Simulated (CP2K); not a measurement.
Consider methyl formate at its PBE geometry (Å).

```xyz
8

C    -1.0295   -0.1752    0.0634
O     0.3074   -0.7297    0.2176
C     1.3142    0.1410   -0.0560
O     1.1902    1.3011   -0.4000
H    -1.1864    0.1496   -0.9723
H    -1.7111   -0.9880    0.3263
H    -1.1635    0.6821    0.7349
H     2.2786   -0.3810    0.0861
```

Method: CP2K XAS_TDP, all-electron GAPW, PBEh(45%), aug-cc-pVDZ, TDA, no relativity.

**Question.** Where do the C K-edge lines lie, and how strong are they?

Leading lines: C1 284.92 eV and C3 283.27 eV. The leading line of an atom is its first one with 35 % of the strongest within 2.5 eV of its lowest line over the strength cut. 

The first six lines of each atom with a strength over 0.0015:

```
                    atom  energy (eV)  states  strength, one atom
C1 (bonded to O and 3 H)       284.92       1              0.0468
                               285.54       1              0.0029
                               286.20       1              0.0259
                               286.40       1              0.0217
                               286.88       1              0.0033
                               287.98       1              0.0127
C3 (bonded to 2 O and H)       283.27       1              0.0745
                               287.82       1              0.0167
                               288.96       1              0.0071
                               289.21       1              0.0034
                               290.16       1              0.0028
                               290.65       1              0.0156
```

Lines are vertical, at one geometry, with no vibrational structure. Without a correction of the core level, line positions, and the gaps between valence and Rydberg lines, follow the share of exact exchange. At this level such K lines come out 3 to 6 eV under measured ones. These values hold no scalar relativity, about 0.1 eV for C 1s. Rydberg lines, and the discretised continuum above threshold, depend on the basis and the box.

[Banner, clock and machine lines of the logs are left out without a mark of their own.]

[Logs are printed without paths, hosts, clocks, repeated set-up lines and the standing remarks that a program may print on its own settings, such as how far it seeks lower states.]

[Hosts, paths, dates, database ids (printed as entryN), source tags and the programs' standing remarks are cut or masked in the printed files.]
